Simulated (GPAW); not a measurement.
# Ballistic transport through 1,4-phenylene between two Pt chains, cheap and dear

How well does 1,4-phenylene between two Pt chains conduct at low bias, and how far do basis and functional move the answer?

Calculated with GPAW 26.7.0; GPAW LCAO, PAW setups; Landauer transmission from Green's functions with principal layers (ASE), zero bias.

## 1. Set-up

The cell holds 24 atoms: 14 Pt, 6 C and 4 H. Its edges and angles: a = 10.798 Å, b = 9.000 Å, c = 38.110 Å, α = 90.0°, β = 90.0°, γ = 90.0°. Regions: left lead, 7 atoms (7 Pt); channel, 10 atoms (6 C and 4 H); right lead, 7 atoms (7 Pt). Vacuum lies along a and b. The structure is stacked along c, and the current runs across the ab planes.

## 2. Double-zeta polarised basis

Localised orbitals split the wire into layers that couple to their neighbours alone, which is what the Green's function method needs; double zeta with polarisation is the usual level for numbers.

File run.py:

```python
import json
import numpy as np
from ase import Atoms
from ase.transport.calculators import TransportCalculator
from gpaw import GPAW, FermiDirac
from gpaw.lcao.tools import get_lcao_hamiltonian
from scipy.linalg import eigh

# The junction with lead layers at both ends, along the third cell vector
device = Atoms(
    ['Pt', 'Pt', 'Pt', 'Pt', 'Pt', 'Pt', 'Pt', 'C', 'H', 'H', 'C', 'C', 'C', 'C', 'H', 'H', 'C', 'Pt', 'Pt', 'Pt', 'Pt', 'Pt', 'Pt', 'Pt'],
    positions=[
        [5.39909, 4.50000, 1.20000],
        [5.39909, 4.50000, 3.60000],
        [5.39909, 4.50000, 6.00000],
        [5.39909, 4.50000, 8.40000],
        [5.39909, 4.50000, 10.80000],
        [5.39909, 4.50000, 13.20000],
        [5.39909, 4.50000, 15.60000],
        [5.39909, 4.50000, 17.66000],
        [7.54818, 4.50000, 17.81405],
        [3.25000, 4.50000, 17.81405],
        [6.60705, 4.50000, 18.35741],
        [4.19114, 4.50000, 18.35741],
        [6.60705, 4.50000, 19.75224],
        [4.19114, 4.50000, 19.75224],
        [7.54818, 4.50000, 20.29560],
        [3.25000, 4.50000, 20.29560],
        [5.39909, 4.50000, 20.44965],
        [5.39909, 4.50000, 22.50965],
        [5.39909, 4.50000, 24.90965],
        [5.39909, 4.50000, 27.30965],
        [5.39909, 4.50000, 29.70965],
        [5.39909, 4.50000, 32.10965],
        [5.39909, 4.50000, 34.50965],
        [5.39909, 4.50000, 36.90965]],
    cell=[[10.79818, 0.0, 0.0], [0.0, 9.0, 0.0], [0.0, 0.0, 38.10965]],
    pbc=True)

# One principal layer of the lead: the first 5 atoms of the device
lead = Atoms(
    ['Pt', 'Pt', 'Pt', 'Pt', 'Pt'],
    positions=[
        [5.39909, 4.50000, 1.20000],
        [5.39909, 4.50000, 3.60000],
        [5.39909, 4.50000, 6.00000],
        [5.39909, 4.50000, 8.40000],
        [5.39909, 4.50000, 10.80000]],
    cell=[[10.79818, 0.0, 0.0], [0.0, 9.0, 0.0], [0.0, 0.0, 12.0]],
    pbc=True)

settings = dict(mode='lcao', basis='dzp', xc='PBE', h=0.2,
                occupations=FermiDirac(0.1), maxiter=250,
                mixer=dict(beta=0.1, nmaxold=8, weight=100.0),
                convergence=dict(density=0.0001))
energies = np.arange(-3, 3 + 1e-9, 0.075)
eta = 0.0001
n1, n2 = 1, 1
# k and -k transmit alike, so half of the mesh across the current serves
mesh = [(i, j) for i in range(n1) for j in range(n2) if (i, j) <= (-i % n1, -j % n2)]
weights = np.array([1 if (i, j) == (-i % n1, -j % n2) else 2 for i, j in mesh]) / (n1 * n2)

# [... helper functions left out ...]
fermi_lead = ground_state(lead, (1, 1, 10), 'lead.txt')
fermi_device = ground_state(device, (1, 1, 2), 'device.txt')
# [... loop over the mesh left out, but for ...]
        # Shift the lead onto the potential of the device's first layer
        shift = ((H[:, 0, 0] - H0[:, 0, 0]) / S0[0, 0]).real.mean()
# [...]
kT = 8.617333e-5 * 200
bias = [0.1, 0.2, 0.5, 1.0, 1.5, 2.0]
# [... integrals and printing left out ...]
```

Run with:

```console
$ OMP_NUM_THREADS=1 OPENBLAS_NUM_THREADS=1 python run.py
```

Log:

```text
basis functions: device 476, principal layer 135
Fermi level: lead -4.7602 eV, device -4.5935 eV; lead shifted by 0.0066 eV
largest coupling past the next layer 8.09e-06 eV, largest misfit of the first layer 0.165 eV
  E-E_F (eV)   T (one spin)  channels
    -3.000    9.0629e-01    3.0000
    -2.925    9.3160e-01    3.0000
    -2.850    9.6925e-01    3.0000
    -2.775    1.0205e+00    3.0000
    -2.700    1.0829e+00    3.0000
    -2.625    1.1499e+00    3.0000
    -2.550    1.2119e+00    3.0000
    -2.475    1.2604e+00    3.0000
    -2.400    1.2920e+00    3.0000
    -2.325    1.3081e+00    3.0000
    -2.250    1.3125e+00    3.0000
    -2.175    1.3089e+00    3.0000
    -2.100    1.2997e+00    3.0000
    -2.025    1.2860e+00    3.0000
    -1.950    1.2677e+00    3.0000
    -1.875    1.2448e+00    3.0000
[...]
2.475    8.9825e-04    1.0000
     2.550    6.8037e-04    1.0000
     2.625    4.9831e-04    1.0000
     2.700    3.4880e-04    1.0000
     2.775    2.2929e-04    1.0000
     2.850    1.3724e-04    1.0000
     2.925    7.0395e-05    1.0000
     3.000    2.6685e-05    1.0000
conductance at 200 K: 1.0782 G0 a cell; thermopower -0.9391 uV/K
current from the zero-bias T(E) at 0.1 V: 8.347 uA
current from the zero-bias T(E) at 0.2 V: 16.658 uA
current from the zero-bias T(E) at 0.5 V: 41.203 uA
current from the zero-bias T(E) at 1.0 V: 78.711 uA
current from the zero-bias T(E) at 1.5 V: 103.91 uA
current from the zero-bias T(E) at 2.0 V: 124.21 uA
```

The job ended after 2.9 min (1 thread of Arm Neoverse V2, shared host; peak memory 1.6 GiB).

This step gave:

```
conductance                                             : 1.078 G₀
largest coupling past the next principal layer          : 8.09e-6 eV
largest misfit of the first principal layer             : 0.1648 eV
shift that aligns the lead                              : 0.006632 eV
basis functions of the junction                         : 476
basis functions of a principal layer                    : 135
transmission at the Fermi level (one spin)              : 1.080
open channels of the lead at the Fermi level (one spin) : 4
```

One spin. Table of transmission, zone mean by energy, zero at the Fermi level:

```tsv
energy (eV)	transmission, zone mean
-3.00	0.906
-2.77	1.02
-2.55	1.21
-2.40	1.29
-2.25	1.31
-2.17	1.31
-1.95	1.27
-1.73	1.19
-1.57	1.13
-1.35	1.08
-1.12	1.04
-0.90	1.00
-0.75	0.986
-0.53	0.973
-0.38	1.16
-0.30	1.07
-0.07	1.06
0.00	1.08
0.07	1.09
0.30	1.05
0.53	0.550
0.75	0.0667
0.90	0.0423
1.12	0.0236
1.35	0.0141
1.57	0.00868
1.73	0.00630
1.95	0.00383
2.17	0.00221
2.40	0.00116
2.55	6.8e-4
2.77	2.3e-4
3.00	2.7e-5
```

Crossings of the lead's bands, unfolded to its shortest repeat. Open channels, zone mean against energy, zero at the Fermi level:

```tsv
energy (eV)	open channels, zone mean
-3.00	3
-2.85	3
-2.70	3
-2.55	3
-2.33	3
-2.17	3
-2.02	3
-1.88	3
-1.73	3
-1.57	3
-1.35	4
-1.20	6
-1.05	6
-0.90	6
-0.75	6
-0.60	6
-0.38	6
-0.23	4
-0.07	4
0.00	4
0.07	4
0.23	4
0.38	3
0.60	3
0.75	1
0.90	1
1.05	1
1.20	1
1.35	1
1.57	1
1.73	1
1.88	1
2.02	1
2.17	1
2.33	1
2.55	1
2.70	1
2.85	1
3.00	1
```

Not self-consistent under bias; the bias window is split evenly. Current through one cell, from the zero-bias transmission against bias:

```tsv
bias (V)	current through one cell, from the zero-bias transmission (μA)
0.100	8.35
0.200	16.7
0.500	41.2
1.000	78.7
1.500	104
2.000	124
```

Transmission of the three most open eigenchannels against energy, zero at the Fermi level:

```tsv
energy (eV)	channel 1	channel 2	channel 3
-3.0000	0.579	0.324	0.00382
-2.7750	0.520	0.500	0.00109
-2.4750	0.856	0.405	1.1e-4
-2.2500	0.970	0.342	1.0e-5
-2.0250	0.998	0.287	2.2e-4
-1.7250	0.957	0.229	7.3e-4
-1.5000	0.895	0.233	0.00125
-1.2750	0.843	0.210	0.00187
-0.9750	0.785	0.218	0.00272
-0.7500	0.745	0.228	0.00656
-0.5250	0.726	0.226	0.0123
-0.2250	0.733	0.275	0.00586
0.0000	0.715	0.357	0.00639
0.2250	0.638	0.427	0.00561
0.5250	0.390	0.157	0.00279
0.7500	0.0667	2.5e-8	1.1e-9
0.9750	0.0344	1.1e-9	0
1.2750	0.0167	1.2e-9	0
1.5000	0.0102	1.2e-9	0
1.7250	0.00630	1.2e-9	0
2.0250	0.00321	1.2e-9	0
2.2500	0.00181	1.2e-9	0
2.4750	9.0e-4	1.2e-9	0
2.7750	2.3e-4	1.1e-9	0
3.0000	2.7e-5	9.4e-10	0
```

Couplings past the next layer reach 8.1e-6 eV, small enough to drop; the matrix elements of the cell's first layer differ from the bulk lead's by up to 0.16 eV. That layer keeps its own values in the calculation, and only beyond it is the lead taken as perfect. The Fermi levels of lead and junction count from different zeros of potential, one for each periodic cell; with both set to zero, the small remaining shift is what aligns them. Without spin-orbit coupling, which is large for these atoms, channel counts and T are those of the scalar-relativistic bands. By hand: G = 1.078 × 77.48 μS = 83.5 μS, a resistance of 12.0 kΩ; at 0.1 V a linear junction would pass 8.35 μA, and the integral over the bias window gives 8.35 μA.

## 3. Single-zeta polarised basis

The second zeta is dropped, the polarisation orbitals stay.

run.py: that of step 2 with these lines changed.

```diff
@@ -51,3 +51,3 @@
 
-settings = dict(mode='lcao', basis='dzp', xc='PBE', h=0.2,
+settings = dict(mode='lcao', basis='szp(dzp)', xc='PBE', h=0.2,
                 occupations=FermiDirac(0.1), maxiter=250,
```

Log:

```text
basis functions: device 280, principal layer 75
Fermi level: lead -4.8873 eV, device -4.8611 eV; lead shifted by 0.0043 eV
largest coupling past the next layer 8.13e-06 eV, largest misfit of the first layer 0.164 eV
  E-E_F (eV)   T (one spin)  channels
    -3.000    7.1473e-01    3.0000
    -2.925    7.5202e-01    3.0000
    -2.850    8.0770e-01    3.0000
    -2.775    8.8254e-01    3.0000
    -2.700    9.7091e-01    3.0000
    -2.625    1.0597e+00    3.0000
    -2.550    1.1331e+00    3.0000
    -2.475    1.1816e+00    3.0000
    -2.400    1.2057e+00    3.0000
    -2.325    1.2120e+00    3.0000
    -2.250    1.2074e+00    3.0000
    -2.175    1.1964e+00    3.0000
    -2.100    1.1808e+00    3.0000
    -2.025    1.1606e+00    3.0000
    -1.950    1.1352e+00    3.0000
    -1.875    1.1044e+00    3.0000
[...]
2.475    2.6296e-04    1.0000
     2.550    1.7784e-04    1.0000
     2.625    1.1090e-04    1.0000
     2.700    6.0783e-05    1.0000
     2.775    2.6289e-05    1.0000
     2.850    6.3363e-06    1.0000
     2.925   -9.3337e-08    1.0000
     3.000    6.0386e-06    1.0000
conductance at 200 K: 0.90183 G0 a cell; thermopower -1.548 uV/K
current from the zero-bias T(E) at 0.1 V: 6.9845 uA
current from the zero-bias T(E) at 0.2 V: 13.954 uA
current from the zero-bias T(E) at 0.5 V: 34.688 uA
current from the zero-bias T(E) at 1.0 V: 64.906 uA
current from the zero-bias T(E) at 1.5 V: 83.674 uA
current from the zero-bias T(E) at 2.0 V: 100.18 uA
```

Wall time 1.7 min (1 thread); peak memory 1.5 GiB.

This step gave:

```
conductance                                    : 0.9018 G₀
thermopower                                    : -1.548 μV/K
largest coupling past the next principal layer : 8.13e-6 eV
largest misfit of the first principal layer    : 0.1643 eV
shift that aligns the lead                     : 0.004315 eV
basis functions of the junction                : 280
basis functions of a principal layer           : 75
transmission at the Fermi level (one spin)     : 0.9026
```

One spin. The transmission, zone mean by energy, zero at the Fermi level:

```tsv
energy (eV)	transmission, zone mean
-3.00	0.715
-2.85	0.808
-2.70	0.971
-2.55	1.13
-2.33	1.21
-2.17	1.20
-2.02	1.16
-1.88	1.10
-1.73	1.03
-1.57	0.959
-1.35	0.897
-1.20	0.873
-1.05	0.847
-0.90	0.830
-0.75	0.820
-0.60	0.801
-0.38	0.969
-0.23	0.838
-0.07	0.879
0.00	0.903
0.07	0.922
0.23	0.928
0.30	0.954
0.38	0.648
0.60	0.188
0.75	0.0320
0.90	0.0195
1.05	0.0128
1.20	0.00879
1.35	0.00620
1.57	0.00374
1.73	0.00266
1.88	0.00186
2.02	0.00126
2.17	8.2e-4
2.33	4.9e-4
2.55	1.8e-4
2.70	6.1e-5
2.85	6.3e-6
3.00	6.0e-6
```

Crossings of the lead's bands, unfolded to its shortest repeat. Table of open channels, zone mean by energy, zero at the Fermi level:

energy (eV), open channels, zone mean and a bar from the least value:
```
    -3.00       3.00 ############
    -2.85       3.00 ############
    -2.70       3.00 ############
    -2.55       3.00 ############
    -2.33       3.00 ############
    -2.17       3.00 ############
    -2.02       3.00 ############
    -1.88       3.00 ############
    -1.73       3.00 ############
    -1.57       3.00 ############
    -1.35       4.00 ##################
    -1.20       6.00 ##############################
    -1.05       6.00 ##############################
    -0.90       6.00 ##############################
    -0.75       6.00 ##############################
    -0.60       6.00 ##############################
    -0.38       6.00 ##############################
    -0.23       4.00 ##################
    -0.07       4.00 ##################
     0.00       4.00 ##################
     0.07       4.00 ##################
     0.23       4.00 ##################
     0.38       3.00 ############
     0.60       3.00 ############
     0.75       1.00 
     0.90       1.00 
     1.05       1.00 
     1.20       1.00 
     1.35       1.00 
     1.57       1.00 
     1.73       1.00 
     1.88       1.00 
     2.02       1.00 
     2.17       1.00 
     2.33       1.00 
     2.55       1.00 
     2.70       1.00 
     2.85       1.00 
     3.00       1.00
```

Not self-consistent under bias; the bias window is split evenly. Current through one cell, from the zero-bias transmission against bias:

```tsv
bias (V)	current through one cell, from the zero-bias transmission (μA)
0.100	6.98
0.200	14.0
0.500	34.7
1.000	64.9
1.500	83.7
2.000	100
```

Transmission of the three most open eigenchannels against energy, zero at the Fermi level:

```tsv
energy (eV)	channel 1	channel 2	channel 3
-3.00	0.383	0.332	4.8e-6
-2.77	0.566	0.317	7.9e-5
-2.55	0.869	0.264	2.5e-4
-2.40	0.971	0.235	4.4e-4
-2.17	0.998	0.198	8.1e-4
-1.95	0.966	0.168	0.00115
-1.73	0.886	0.144	0.00149
-1.57	0.824	0.132	0.00178
-1.35	0.758	0.136	0.00233
-1.12	0.718	0.137	0.00295
-0.90	0.682	0.142	0.00352
-0.75	0.659	0.152	0.00391
-0.53	0.637	0.156	0.00724
-0.30	0.637	0.225	0.00587
-0.07	0.630	0.242	0.00644
0.00	0.617	0.279	0.00645
0.07	0.595	0.320	0.00627
0.30	0.481	0.469	0.00468
0.53	0.233	0.0880	0.00203
0.75	0.0320	2.2e-10	3.0e-11
0.90	0.0195	3.0e-11	0
1.12	0.0106	2.9e-11	0
1.35	0.00620	2.9e-11	0
1.57	0.00374	2.7e-11	0
1.73	0.00266	2.6e-11	0
1.95	0.00154	2.3e-11	0
2.17	8.2e-4	1.9e-11	0
2.40	3.7e-4	1.3e-11	0
2.55	1.8e-4	6.0e-12	0
2.77	2.6e-5	1.1e-11	0
3.00	6.0e-6	6.1e-10	0
```

The conductance, 0.902 G₀, lies 16 % below that of the dzp run.

## 4. Minimal basis

The minimal basis is the cheapest rung: no second zeta and no polarisation.

run.py: that of step 3 with these lines changed.

```diff
@@ -51,3 +51,3 @@
 
-settings = dict(mode='lcao', basis='szp(dzp)', xc='PBE', h=0.2,
+settings = dict(mode='lcao', basis='sz(dzp)', xc='PBE', h=0.2,
                 occupations=FermiDirac(0.1), maxiter=250,
```

Log:

```text
basis functions: device 196, principal layer 60
Fermi level: lead -4.9056 eV, device -4.9190 eV; lead shifted by 0.0052 eV
largest coupling past the next layer 8.11e-06 eV, largest misfit of the first layer 0.074 eV
  E-E_F (eV)   T (one spin)  channels
    -3.000    7.6353e-01    3.0000
    -2.925    8.3088e-01    3.0000
    -2.850    9.1945e-01    3.0000
[...]
2.925    3.0284e-04    1.0000
     3.000    2.2157e-04    1.0000
conductance at 200 K: 0.81249 G0 a cell; thermopower -2.667 uV/K
current from the zero-bias T(E) at 0.1 V: 6.295 uA
current from the zero-bias T(E) at 0.2 V: 12.589 uA
current from the zero-bias T(E) at 0.5 V: 31.4 uA
current from the zero-bias T(E) at 1.0 V: 57.064 uA
current from the zero-bias T(E) at 1.5 V: 72.308 uA
current from the zero-bias T(E) at 2.0 V: 85.871 uA
```

Wall time 79 s (1 thread); peak memory 1.5 GiB.

Numbers from this step:

* conductance: 0.8125 G₀
* thermopower: -2.667 μV/K
* largest coupling past the next principal layer: 8.11e-6 eV
* largest misfit of the first principal layer: 0.07432 eV
* shift that aligns the lead: 0.005154 eV
* basis functions of the junction: 196
* basis functions of a principal layer: 60
* transmission at the Fermi level (one spin): 0.8126

The conductance, 0.812 G₀, lies 25 % below that of the dzp run.

## 5. LDA in the dzp basis: xc = "LDA"

Back in the dzp basis, the functional changes from PBE to LDA, to set the spread between functionals beside that between bases.

run.py: that of step 4 with these lines changed.

```diff
@@ -51,3 +51,3 @@
 
-settings = dict(mode='lcao', basis='sz(dzp)', xc='PBE', h=0.2,
+settings = dict(mode='lcao', basis='dzp', xc='LDA', h=0.2,
                 occupations=FermiDirac(0.1), maxiter=250,
```

Log:

```text
basis functions: device 476, principal layer 135
Fermi level: lead -5.0813 eV, device -4.9033 eV; lead shifted by 0.0125 eV
largest coupling past the next layer 8.32e-06 eV, largest misfit of the first layer 0.169 eV
  E-E_F (eV)   T (one spin)  [channel counts left out]
    -3.000    9.2554e-01
    -2.925    9.5267e-01
    -2.850    9.9220e-01
[...]
2.925    1.8709e-04
     3.000    1.0953e-04
conductance at 200 K: 1.1083 G0 a cell; thermopower -0.4784 uV/K
current from the zero-bias T(E) at 0.1 V: 8.5779 uA
current from the zero-bias T(E) at 0.2 V: 17.109 uA
current from the zero-bias T(E) at 0.5 V: 42.236 uA
current from the zero-bias T(E) at 1.0 V: 80.599 uA
current from the zero-bias T(E) at 1.5 V: 106.39 uA
current from the zero-bias T(E) at 2.0 V: 127.25 uA
```

The job ended after 2.8 min (1 thread; peak memory 1.6 GiB).

This step gave:

```
conductance                                    : 1.108 G₀
largest coupling past the next principal layer : 8.32e-6 eV
largest misfit of the first principal layer    : 0.1694 eV
shift that aligns the lead                     : 0.01252 eV
basis functions of the junction                : 476
basis functions of a principal layer           : 135
transmission at the Fermi level (one spin)     : 1.111
```

The conductance, 1.11 G₀, lies 2.8 % above that of the dzp run.

## 6. The ladder

Times are for 1 thread of Arm Neoverse V2, shared host. Results by setting:

```tsv
no.	run	conductance (G₀)	time	memory (GiB)
1	dzp	1.078	2.9 min	1.6
2	szp	0.9018	1.7 min	1.5
3	sz	0.8125	79 s	1.5
4	dzp LDA	1.108	2.8 min	1.6
```

## 7. The levels side by side

The curves are compared point by point over the common energies.

This step: comparison of transmission and cost over codes and levels (GPAW 26.7.0).

Ladder, by row:

```tsv
step	code	T at the Fermi level (sum over the listed spins)	conductance (G0)	r.m.s. T(E) from the first	wall time (s)	peak memory (GiB)	threads
dzp	GPAW	1.08	1.078	0	172.9	1.59	1
szp	GPAW	0.9026	0.9018	0.1282	103.2	1.53	1
sz	GPAW	0.8126	0.8125	0.215	79.19	1.47	1
dzp-LDA	GPAW	1.111	1.108	0.02148	169.1	1.62	1
```

Transmission, zone mean, sum over the listed spins against energy, zero at the Fermi level:

```tsv
energy (eV)	dzp	szp	sz	dzp-LDA
-3.0000	0.906	0.715	0.764	0.926
-2.7750	1.02	0.883	1.02	1.04
-2.5500	1.21	1.13	1.22	1.22
-2.4750	1.26	1.18	1.22	1.27
-2.3250	1.31	1.21	1.17	1.31
-2.2500	1.31	1.21	1.14	1.32
-2.0250	1.29	1.16	1.02	1.29
-1.7250	1.19	1.03	0.840	1.20
-1.5000	1.13	0.929	0.744	1.16
-1.2750	1.06	0.880	0.707	1.08
-0.9750	1.01	0.836	0.681	1.04
-0.7500	0.986	0.820	0.672	1.01
-0.5250	0.973	0.809	0.669	1.00
-0.3750	1.16	0.969	0.802	1.19
-0.2250	1.01	0.838	0.728	1.06
0.0000	1.08	0.903	0.813	1.11
0.2250	1.07	0.928	0.887	1.07
0.5250	0.550	0.323	0.253	0.552
0.7500	0.0667	0.0320	0.0315	0.0694
0.9750	0.0344	0.0157	0.0174	0.0366
1.2750	0.0167	0.00737	0.00961	0.0182
1.5000	0.0102	0.00443	0.00654	0.0114
1.7250	0.00630	0.00266	0.00453	0.00721
2.0250	0.00321	0.00126	0.00273	0.00386
2.2500	0.00181	6.4e-4	0.00181	0.00229
2.4750	9.0e-4	2.6e-4	0.00113	0.00124
2.7750	2.3e-4	2.6e-5	5.1e-4	4.2e-4
3.0000	2.7e-5	6.0e-6	2.2e-4	1.1e-4
```

[end of part 1 of 2]

[Logs are printed without paths, hosts, clocks, repeated set-up lines and the standing remarks that a program may print on its own settings, such as how far it seeks lower states.]

[Hosts, paths, dates, database ids (printed as entryN), source tags and the programs' standing remarks are cut or masked in the printed files.]
